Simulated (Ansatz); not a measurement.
# SnOs (hypothetical, Pm-3m): phonons at finite temperature, part 2 of 3

How do the phonons of SnOs (hypothetical) change with temperature at fixed cell? The crystal structure is hypothetical: it was made by swapping elements on a known structure type.

Ansatz 0.2.0; DFT PBEsol, scalar-relativistic, plane waves, PAW; PAW set soft_1.

So far. Step 2 (A first coarse run): The start is under 126 GPa at this level and looks like a metal on this mesh. Step 5 (Tight relaxation): The residual pressure is -8.7e-5 GPa, small enough for phonons. The relaxed cell has a = 3.215 Å (conventional setting).

## Step 6: Sampling the crystal at temperature

Harmonic theory ignores how far atoms move; here frames sampled at temperature supply the forces, and the run stops at an error target or a frame limit.

input.yaml

```yaml
crystal:
  lattice:
    - [3.2154480197, 0.0, 0.0]
    - [0.0, 3.2154480197, 0.0]
    - [0.0, 0.0, 3.2154480197]
  atoms:
    - { symbol: Sn, position: [0.5, 0.5, 0.5] }
    - { symbol: Os, position: [0.0, 0.0, 0.0] }
kpoints:
  mp_grid: { grid: [12, 12, 12] }
hamiltonian:
  xc: pbesol
  pseudopotentials: { kind: paw, azcp: { folder: soft_1 }, xc_functional: pbe }
scf:
  occupations: { method: methfessel_paxton, width: 0.2 }
  lower_state_search: "off"
output:
  stress: true
  eigenvalues: true
phonons:
  method: fd
  supercell: [4, 4, 4]
  temperatures: { t_max: 1000, t_step: 50 }
  qpath:
    path:
      - [[0.0, 0.0, 0.0], [0.0, 0.5, 0.0], [0.5, 0.5, 0.0], [0.0, 0.0, 0.0], [0.5, 0.5, 0.5], [0.0, 0.5, 0.0]]
      - [[0.5, 0.5, 0.0], [0.5, 0.5, 0.5]]
    npoints: 10
  self_consistent:
    temperatures: [150.0, 300.0, 450.0, 600.0, 700.0]
    max_frames: 72
    max_frequency_error: 1.5
  dielectric: false
  interpolated_qmesh: [13, 13, 13]
```

Launch:

```bash
$ ansatz run input.yaml --threads 18 --pin off --max-ram 92160MiB --backend cuda --events-out ev --progress --plain --runs-dir out --max-vram 78GiB
```

Numbers of over 12 decimals in the logs are rounded to 6 here.

Output:

```text
[...]
Crystal: 128 atoms, lattice volume = 2127.671 Å³
Basis set: ecut = 420 eV, 41755 PW (Γ), exchange–correlation on 180×180×180 points (8 copies of the dense FFT grid, shifted against one another)
Bands: 1216, of which v1, the nominal top of the filled ones, is band 960 counted from 1 (959 counted from 0)
Symmetry: 3072 space group operations
k-points: 4 of 27
[...]
SCF iter   1: F=—  HF=-1100888.360702 eV  |F-HF|=—  |Δ(HF+E_count)|=         —  Δρ=6.53e-9  dr2=9.74e-13  ethr=1.00e-12  ⟨swp⟩=3.0  Hψ=12172  notcnv=0  defer=160
[...]
SCF iter   2: F=-1100888.360702 eV  HF=-1100888.360702 eV  |F-HF|=4.66e-10  |Δ(HF+E_count)|=    0.00e0  S|Δr|=    0.00e0  Δρ=3.50e-9  dr2=2.51e-13  ethr=1.00e-12  ⟨swp⟩=12.2  Hψ=17838  notcnv=0
SCF 1 converged in 2 iterations: F = -1100888.360702 eV  dr2 = 2.51e-13
[...]
phonons: the bands overlap, so this run is a metal and interpolates without the dipole-dipole term. If the crystal is really an insulator or semiconductor, its LO-TO splitting is missing
[...]
Symmetry: 8 space group operations
k-points: 6 of 27 (time reversal used)
[...]
SCF iter   2: F=—  HF=-1100888.360672 eV  |F-HF|=—  |Δ(HF+E_count)|=   3.98e-6  S|Δr|=    0.00e0  Δρ=2.28e-5  dr2=1.42e-5  ethr=1.08e-9  ⟨swp⟩=2.0  Hψ=7449  notcnv=0  defer=7
[...]
SCF iter  10: F=-1100888.360669 eV  HF=-1100888.360669 eV  |F-HF|=0.00e0  |Δ(HF+E_count)|=  2.33e-10  S|Δr|=    0.00e0  Δρ=2.86e-9  dr2=1.04e-12  ethr=1.00e-12  ⟨swp⟩=4.5  Hψ=19989  notcnv=0
SCF 2 converged in 10 iterations: F = -1100888.360669 eV  dr2 = 1.04e-12
[...]
SCF iter   1: F=—  HF=-1100888.360668 eV  |F-HF|=—  |Δ(HF+E_count)|=         —  Δρ=2.36e-5  dr2=1.62e-5  ethr=7.63e-10  ⟨swp⟩=3.0  Hψ=38354  notcnv=0  defer=9
[...]
SCF 3 converged in 9 iterations: F = -1100888.360665 eV  dr2 = 3.68e-12
[...]
pressure 3.8037 ± 0.0335 GPa; at rest -0.0802, so that the ions' motion makes +3.8839
      stress (GPa, positive in compression): xx 3.8037 ± 0.0335, yy 3.8037 ± 0.0335, zz 3.8037 ± 0.0335, yz 0.0000 ± 0.0000, xz 0.0000 ± 0.0000, xy 0.0000 ± 0.0000
      by the supercell's own 381 modes alone, which lack the rigid motions: in the warmth about 1/128 of what the motion makes, which no ± holds; not to be laid beside figures on a mesh
    beyond the Gaussian, in the hollow that it stands in and those that the ions reach from there, by exact statistics on the surface that is fitted to the frames (rings of 2 beads):
      free energy -0.004492 ± 0.000095 eV a cell
      leaving out a pair of frames, or group of many, changes the fitted energy by up to 0.04 k_B T, T the rings' temperature (one standard deviation); of these ± those of the frequencies lack the bias that few frames leave, and those of the mean squares the mean places' part of it
      pressure +0.1202 ± 0.0066 GPa; with it, by the rings' own mean, 3.9240 ± 0.0346, so that the ions' motion makes +4.0042: by the supercell's own 381 modes alone, as the Gaussian's
      mean square displacement, over the three axes, of site 1 from 0, Os, the most changed: 0.02421 ± 0.00007 Å², of which +0.00181 beyond the Gaussian's
      softest frequency by how far the rings' centres move (above zero always: no sign of whether the crystal stands): 57.05 ± 0.10 cm⁻¹ at q 0.0000 0.0000 0.7500
    frequencies (cm⁻¹; below zero: imaginary; ±: error) of the harmonic crystal, of the Gaussian, of the free energy's second derivatives, each in its own ascending order
      q 0.0000 0.0000 0.0000
           152.08      162.57 ±  0.23      155.14 ±  0.28
           152.08      162.57 ±  0.23      155.14 ±  0.28
           152.08      162.57 ±  0.23      155.14 ±  0.28
      q 0.0000 0.0000 0.2500, and 5 like it
            57.58       60.51 ±  0.05       57.11 ±  0.07
            57.58       60.51 ±  0.05       57.11 ±  0.07
           108.43      107.30 ±  0.19      104.24 ±  0.25
           147.80      155.31 ±  0.18      147.76 ±  0.22
           147.80      155.31 ±  0.18      147.76 ±  0.22
           211.20      212.73 ±  0.30      207.19 ±  0.41
      q 0.0000 0.0000 0.5000, and 2 like it
            88.34       96.88 ±  0.24       91.85 ±  0.32
            88.34       96.88 ±  0.24       91.85 ±  0.32
           134.71      140.03 ±  0.11      132.73 ±  0.15
           134.71      140.03 ±  0.11      132.73 ±  0.15
           139.72      140.08 ±  0.22      135.55 ±  0.40
           239.84      238.59 ±  0.45      234.40 ±  0.48
      q 0.0000 0.2500 0.2500, and 11 like it
            73.17       78.45 ±  0.11       75.07 ±  0.20
            83.91       78.94 ±  0.12       77.52 ±  0.12
           124.42      125.64 ±  0.16      121.05 ±  0.20
           137.39      145.10 ±  0.08      137.63 ±  0.14
           181.90      189.88 ±  0.14      183.03 ±  0.19
           189.18      191.11 ±  0.15      185.52 ±  0.19
      q 0.0000 0.2500 0.5000, and 11 like it
            98.53      103.88 ±  0.13       99.54 ±  0.17
           112.39      110.20 ±  0.12      107.23 ±  0.13
           122.67      119.32 ±  0.15      116.26 ±  0.16
           126.09      131.83 ±  0.09      124.70 ±  0.15
           183.11      189.80 ±  0.11      183.50 ±  0.17
           206.93      212.20 ±  0.19      207.05 ±  0.21
      q 0.0000 0.5000 0.5000, and 2 like it
           106.97      106.30 ±  0.15      105.40 ±  0.15
           111.22      106.30 ±  0.15      105.40 ±  0.15
           111.22      111.60 ±  0.35      107.90 ±  0.46
           116.92      123.51 ±  0.20      116.63 ±  0.33
           204.17      211.58 ±  0.16      205.79 ±  0.19
           204.17      211.58 ±  0.16      205.79 ±  0.19
      q 0.2500 0.2500 0.2500, and 7 like it
            96.88       95.46 ±  0.06       92.27 ±  0.08
            96.88       95.46 ±  0.06       92.27 ±  0.08
           122.01      121.60 ±  0.18      118.00 ±  0.20
           172.51      179.44 ±  0.10      172.39 ±  0.13
           172.51      179.44 ±  0.10      172.39 ±  0.13
           174.15      179.45 ±  0.16      173.73 ±  0.22
      q 0.2500 0.2500 0.5000, and 11 like it
           102.61      102.19 ±  0.07       99.48 ±  0.10
[...]
q 0.2500 0.5000 0.5000, and 5 like it
           119.16      118.09 ±  0.10      115.11 ±  0.17
           119.16      118.09 ±  0.10      115.11 ±  0.17
           123.92      125.26 ±  0.24      120.49 ±  0.28
           156.08      161.05 ±  0.17      154.79 ±  0.21
           195.91      202.66 ±  0.10      196.48 ±  0.15
           195.91      202.66 ±  0.10      196.48 ±  0.15
      q 0.5000 0.5000 0.5000
           139.75      141.65 ±  0.23      136.58 ±  0.44
           139.75      141.65 ±  0.23      136.58 ±  0.44
           139.75      141.65 ±  0.23      136.58 ±  0.44
           186.36      190.01 ±  0.40      184.03 ±  0.44
           186.36      190.01 ±  0.40      184.03 ±  0.44
           186.36      190.01 ±  0.40      184.03 ±  0.44
```

The job ended after 19 min (1 × NVIDIA GB200 with 18 threads of Arm Neoverse V2, shared host; peak memory 5.8 GiB).

Numbers from this step:

- point group: m-3m
- frames solved: 48
- pressure of the lattice at rest: -0.08023 GPa

150 K; each column in its own order of rank; one wavevector of each set of like ones; translations left out; no LO-TO term. Modes at 150K, by row, the first 40 of 57 rows:

```tsv
q1	q2	q3	rank	harmonic (cm⁻¹)	gaussian (cm⁻¹)	gaussian error (cm⁻¹)	hessian (cm⁻¹)	hessian error (cm⁻¹)	path integral (cm⁻¹)	path integral error (cm⁻¹)
0	0	0	1	152.1	155	0.1	153.3	0.1	153.5	0.1
0	0	0	2	152.1	155	0.1	153.3	0.1	153.5	0.1
0	0	0	3	152.1	155	0.1	153.3	0.1	153.5	0.1
0	0	0.25	1	57.6	58.4	0	57.6	0	57.6	0.1
0	0	0.25	2	57.6	58.4	0	57.6	0	57.6	0.1
0	0	0.25	3	108.4	108.4	0.1	107.7	0.1	107.7	0.1
0	0	0.25	4	147.8	149.8	0	148.1	0	148	0.1
0	0	0.25	5	147.8	149.8	0	148.1	0	148	0.1
0	0	0.25	6	211.2	212.7	0.1	211.4	0.1	211.3	0.1
0	0	0.5	1	88.3	90.8	0.1	89.6	0.1	89.6	0.1
0	0	0.5	2	88.3	90.8	0.1	89.6	0.1	89.6	0.1
0	0	0.5	3	134.7	136.1	0	134.4	0.1	134.4	0.1
0	0	0.5	4	134.7	136.1	0	134.4	0.1	134.4	0.1
0	0	0.5	5	139.7	140.2	0.2	139.1	0.2	139.1	0.2
0	0	0.5	6	239.8	239.7	0	238.7	0.2	238.8	0.1
0	0.25	0.25	1	73.2	74.8	0.1	73.9	0.1	73.8	0.1
0	0.25	0.25	2	83.9	82.8	0	82.6	0	82.6	0.1
0	0.25	0.25	3	124.4	124.9	0.1	123.9	0.1	123.9	0.1
0	0.25	0.25	4	137.4	139.4	0	137.7	0	137.5	0.2
0	0.25	0.25	5	181.9	184	0	182.4	0	182.4	0.1
0	0.25	0.25	6	189.2	189.8	0.1	188.5	0.1	188.4	0.1
0	0.25	0.5	1	98.5	100	0.1	99	0.1	98.9	0.1
0	0.25	0.5	2	112.4	112.1	0.1	111.4	0.1	111.4	0.1
0	0.25	0.5	3	122.7	122.1	0	121.4	0	121.3	0.1
0	0.25	0.5	4	126.1	127.6	0	125.9	0	125.8	0.1
0	0.25	0.5	5	183.1	184.9	0	183.5	0.1	183.5	0.1
0	0.25	0.5	6	206.9	208.3	0.1	207.1	0.1	207.1	0.1
0	0.5	0.5	1	107	108.1	0.1	107.3	0.1	107.2	0.2
0	0.5	0.5	2	111.2	110.1	0.1	109.9	0.1	109.9	0.1
0	0.5	0.5	3	111.2	110.1	0.1	109.9	0.1	109.9	0.1
0	0.5	0.5	4	116.9	118.7	0.1	117.1	0.1	117.3	0.2
0	0.5	0.5	5	204.2	206	0	204.6	0	204.6	0.1
0	0.5	0.5	6	204.2	206	0	204.6	0	204.6	0.1
0.25	0.25	0.25	1	96.9	96.6	0	95.9	0.1	95.9	0.1
0.25	0.25	0.25	2	96.9	96.6	0	95.9	0.1	95.9	0.1
0.25	0.25	0.25	3	122	122.2	0.1	121.3	0.1	121.3	0.1
0.25	0.25	0.25	4	172.5	174.4	0	172.7	0	172.7	0.1
0.25	0.25	0.25	5	172.5	174.4	0	172.7	0	172.7	0.1
0.25	0.25	0.25	6	174.1	175.5	0	174.2	0.1	174.2	0.1
0.25	0.25	0.5	1	102.6	102.6	0.1	102	0.1	102	0.1
```

300 K; each column in its own order of rank; one wavevector of each set of like ones; translations left out; no LO-TO term. Modes at 300K, by row, the first 40 of 57 rows:

```tsv
q1	q2	q3	rank	harmonic (cm⁻¹)	gaussian (cm⁻¹)	gaussian error (cm⁻¹)	hessian (cm⁻¹)	hessian error (cm⁻¹)	path integral (cm⁻¹)	path integral error (cm⁻¹)
0	0	0	1	152.1	157.1	0.2	153.7	0.3	153.6	0.4
0	0	0	2	152.1	157.1	0.2	153.7	0.3	153.6	0.4
0	0	0	3	152.1	157.1	0.2	153.7	0.3	153.6	0.4
0	0	0.25	1	57.6	59.1	0.1	57.5	0.1	57.5	0.1
0	0	0.25	2	57.6	59.1	0.1	57.5	0.1	57.5	0.1
0	0	0.25	3	108.4	108.4	0.1	107	0.1	107	0.2
0	0	0.25	4	147.8	151.3	0	147.8	0.1	147.9	0.2
0	0	0.25	5	147.8	151.3	0	147.8	0.1	147.9	0.2
0	0	0.25	6	211.2	213.1	0.2	210.6	0.3	210.2	0.3
0	0	0.5	1	88.3	92.9	0.3	90.5	0.3	90.6	0.3
0	0	0.5	2	88.3	92.9	0.3	90.5	0.3	90.6	0.3
0	0	0.5	3	134.7	137.2	0	133.9	0.1	133.9	0.1
0	0	0.5	4	134.7	137.2	0	133.9	0.1	133.9	0.1
0	0	0.5	5	139.7	140.3	0.2	138.3	0.2	138.1	0.3
0	0	0.5	6	239.8	239.2	0.1	237.3	0.2	237.2	0.2
0	0.25	0.25	1	73.2	75.9	0.1	74.1	0.1	74.2	0.1
0	0.25	0.25	2	83.9	81.8	0.1	81.4	0.1	81.3	0.1
0	0.25	0.25	3	124.4	125.3	0.1	123.2	0.2	123.2	0.1
0	0.25	0.25	4	137.4	140.9	0	137.5	0.1	137.7	0.2
0	0.25	0.25	5	181.9	185.7	0.1	182.6	0.1	182.5	0.1
0	0.25	0.25	6	189.2	190.2	0.1	187.6	0.1	187.5	0.1
0	0.25	0.5	1	98.5	101.1	0.1	99.1	0.2	99.1	0.2
0	0.25	0.5	2	112.4	111.6	0.1	110.3	0.1	110.1	0.1
0	0.25	0.5	3	122.7	121.6	0.1	120.2	0.1	120.2	0.1
0	0.25	0.5	4	126.1	128.7	0.1	125.5	0.1	125.3	0.1
0	0.25	0.5	5	183.1	186.2	0.1	183.4	0.2	183.2	0.2
0	0.25	0.5	6	206.9	209.5	0.1	207.2	0.1	207.1	0.2
0	0.5	0.5	1	107	109.2	0.1	107.8	0.3	107.7	0.3
0	0.5	0.5	2	111.2	109.2	0.1	108.9	0.1	108.8	0.1
0	0.5	0.5	3	111.2	109.5	0.2	108.9	0.1	108.8	0.1
0	0.5	0.5	4	116.9	120	0.1	116.8	0.2	116.9	0.2
0	0.5	0.5	5	204.2	207.4	0.1	204.8	0.1	205.1	0.3
0	0.5	0.5	6	204.2	207.4	0.1	204.8	0.1	205.1	0.3
0.25	0.25	0.25	1	96.9	96.3	0.1	94.9	0.1	94.8	0.1
0.25	0.25	0.25	2	96.9	96.3	0.1	94.9	0.1	94.8	0.1
0.25	0.25	0.25	3	122	122.1	0.2	120.5	0.2	120.2	0.2
0.25	0.25	0.25	4	172.5	175.9	0.1	172.7	0.1	172.8	0.2
0.25	0.25	0.25	5	172.5	175.9	0.1	172.7	0.1	172.8	0.2
0.25	0.25	0.25	6	174.1	176.7	0.1	174.1	0.1	173.9	0.2
0.25	0.25	0.5	1	102.6	102.5	0.2	101.3	0.2	101.2	0.2
```

450 K; each column in its own order of rank; one wavevector of each set of like ones; translations left out; no LO-TO term. Modes at 450K, by row, the first 40 of 57 rows:

```tsv
q1	q2	q3	rank	harmonic (cm⁻¹)	gaussian (cm⁻¹)	gaussian error (cm⁻¹)	hessian (cm⁻¹)	hessian error (cm⁻¹)	path integral (cm⁻¹)	path integral error (cm⁻¹)
0	0	0	1	152.1	159.3	0.4	154.3	0.4	154.6	0.5
0	0	0	2	152.1	159.3	0.4	154.3	0.4	154.6	0.5
0	0	0	3	152.1	159.3	0.4	154.3	0.4	154.6	0.5
0	0	0.25	1	57.6	59.6	0.1	57.3	0.1	57.3	0.1
0	0	0.25	2	57.6	59.6	0.1	57.3	0.1	57.3	0.1
0	0	0.25	3	108.4	107.8	0.2	105.8	0.2	105.7	0.3
0	0	0.25	4	147.8	152.9	0.1	147.8	0.1	147.9	0.3
0	0	0.25	5	147.8	152.9	0.1	147.8	0.1	147.9	0.3
0	0	0.25	6	211.2	213	0.4	209.3	0.6	209.4	0.6
0	0	0.5	1	88.3	94.2	0.2	90.8	0.4	90.9	0.3
0	0	0.5	2	88.3	94.2	0.2	90.8	0.4	90.9	0.3
0	0	0.5	3	134.7	138.2	0.2	133.3	0.2	133.4	0.3
0	0	0.5	4	134.7	138.2	0.2	133.3	0.2	133.4	0.3
0	0	0.5	5	139.7	140.4	0.2	137.4	0.5	137.4	0.3
0	0	0.5	6	239.8	238.9	0.4	236.1	0.5	236.2	0.5
0	0.25	0.25	1	73.2	77.1	0.1	74.4	0.1	74.4	0.1
0	0.25	0.25	2	83.9	80.6	0.1	80	0.1	79.9	0.1
0	0.25	0.25	3	124.4	125.2	0.2	122.2	0.2	122.2	0.2
0	0.25	0.25	4	137.4	142.6	0.1	137.5	0.1	137.4	0.2
0	0.25	0.25	5	181.9	187.3	0.1	182.7	0.1	182.7	0.2
0	0.25	0.25	6	189.2	190.4	0.2	186.7	0.2	186.4	0.3
0	0.25	0.5	1	98.5	102.1	0.2	99.2	0.2	99.3	0.2
0	0.25	0.5	2	112.4	111.1	0.1	109.1	0.1	109	0.1
0	0.25	0.5	3	122.7	120.4	0.2	118.3	0.3	118.1	0.3
0	0.25	0.5	4	126.1	129.9	0.1	125.1	0.1	124.9	0.2
0	0.25	0.5	5	183.1	187.7	0.1	183.5	0.1	183.4	0.2
0	0.25	0.5	6	206.9	210.5	0.1	207	0.2	206.9	0.3
0	0.5	0.5	1	107	107.8	0.4	107.3	0.4	107.1	0.4
0	0.5	0.5	2	111.2	107.8	0.4	107.3	0.4	107.1	0.4
0	0.5	0.5	3	111.2	109.8	0.3	107.3	0.3	107.3	0.2
0	0.5	0.5	4	116.9	121.2	0.2	116.6	0.2	116.6	0.4
0	0.5	0.5	5	204.2	208.9	0.2	205	0.3	205	0.3
0	0.5	0.5	6	204.2	208.9	0.2	205	0.3	205	0.3
0.25	0.25	0.25	1	96.9	95.7	0.1	93.6	0.1	93.5	0.2
0.25	0.25	0.25	2	96.9	95.7	0.1	93.6	0.1	93.5	0.2
0.25	0.25	0.25	3	122	122.1	0.1	119.7	0.1	119.6	0.2
0.25	0.25	0.25	4	172.5	177.2	0	172.4	0.1	172.3	0.2
0.25	0.25	0.25	5	172.5	177.2	0	172.4	0.1	172.3	0.2
0.25	0.25	0.25	6	174.1	177.5	0.1	173.7	0.2	173.6	0.2
0.25	0.25	0.5	1	102.6	102.2	0.1	100.4	0.2	100.2	0.1
```

600 K; each column in its own order of rank; one wavevector of each set of like ones; translations left out; no LO-TO term. Modes at 600K, by row, the first 40 of 57 rows:

```tsv
q1	q2	q3	rank	harmonic (cm⁻¹)	gaussian (cm⁻¹)	gaussian error (cm⁻¹)	hessian (cm⁻¹)	hessian error (cm⁻¹)	path integral (cm⁻¹)	path integral error (cm⁻¹)
0	0	0	1	152.1	161.4	0.1	154.9	0.2	155.1	0.5
0	0	0	2	152.1	161.4	0.1	154.9	0.2	155.1	0.5
0	0	0	3	152.1	161.4	0.1	154.9	0.2	155.1	0.5
0	0	0.25	1	57.6	60.3	0	57.3	0.1	57.3	0.1
0	0	0.25	2	57.6	60.3	0	57.3	0.1	57.3	0.1
0	0	0.25	3	108.4	107.6	0.1	105	0.2	104.6	0.2
0	0	0.25	4	147.8	154.5	0.1	147.9	0.1	148.1	0.3
0	0	0.25	5	147.8	154.5	0.1	147.9	0.1	148.1	0.3
0	0	0.25	6	211.2	212.9	0.4	208	0.5	208.1	0.5
0	0	0.5	1	88.3	95.6	0.3	91.2	0.3	91.4	0.3
0	0	0.5	2	88.3	95.6	0.3	91.2	0.3	91.4	0.3
0	0	0.5	3	134.7	139.3	0	133	0.2	132.6	0.2
0	0	0.5	4	134.7	139.3	0	133	0.2	132.6	0.2
0	0	0.5	5	139.7	140.1	0.4	136.1	0.6	136	0.6
0	0	0.5	6	239.8	238.6	0.5	234.9	0.5	234.4	0.7
0	0.25	0.25	1	73.2	78.2	0.1	74.8	0.2	74.8	0.1
0	0.25	0.25	2	83.9	79.1	0.1	78.3	0.1	78	0.1
0	0.25	0.25	3	124.4	125.7	0.2	121.7	0.2	121.5	0.2
0	0.25	0.25	4	137.4	144	0.1	137.5	0.2	137.1	0.2
0	0.25	0.25	5	181.9	188.8	0.1	182.8	0.2	182.8	0.2
0	0.25	0.25	6	189.2	191	0.1	186.1	0.2	185.8	0.2
0	0.25	0.5	1	98.5	103.2	0.1	99.4	0.1	99.5	0.2
0	0.25	0.5	2	112.4	110.5	0.3	108	0.3	107.7	0.3
0	0.25	0.5	3	122.7	119.7	0.1	117.1	0.1	116.8	0.1
0	0.25	0.5	4	126.1	131.1	0.1	124.9	0.1	124.6	0.2
0	0.25	0.5	5	183.1	188.7	0.2	183.2	0.2	183.2	0.3
0	0.25	0.5	6	206.9	211.7	0.1	207.2	0.2	207	0.3
0	0.5	0.5	1	107	107	0.2	106.3	0.2	106	0.3
0	0.5	0.5	2	111.2	107	0.2	106.3	0.2	106	0.3
0	0.5	0.5	3	111.2	110.8	0.3	107.6	0.4	107.9	0.3
0	0.5	0.5	4	116.9	122.8	0.1	116.8	0.2	116.4	0.3
0	0.5	0.5	5	204.2	210.3	0.2	205.3	0.3	205.1	0.3
0	0.5	0.5	6	204.2	210.3	0.2	205.3	0.3	205.1	0.3
0.25	0.25	0.25	1	96.9	95.5	0.1	92.7	0.1	92.5	0.1
0.25	0.25	0.25	2	96.9	95.5	0.1	92.7	0.1	92.5	0.1
0.25	0.25	0.25	3	122	121.5	0.1	118.4	0.2	118.2	0.2
0.25	0.25	0.25	4	172.5	178.6	0.1	172.5	0.1	172.3	0.2
0.25	0.25	0.25	5	172.5	178.6	0.1	172.5	0.1	172.3	0.2
0.25	0.25	0.25	6	174.1	178.9	0.1	173.9	0.3	173.6	0.2
0.25	0.25	0.5	1	102.6	102.2	0.2	99.9	0.2	99.7	0.2
```

[end of part 2 of 3]

[Logs are printed without paths, hosts, clocks, repeated set-up lines and the standing remarks that a program may print on its own settings, such as how far it seeks lower states.]

[Hosts, paths, dates, database ids (printed as entryN), source tags and the programs' standing remarks are cut or masked in the printed files.]

[A step with changed settings may run another functional than the one named; its input shows which.]
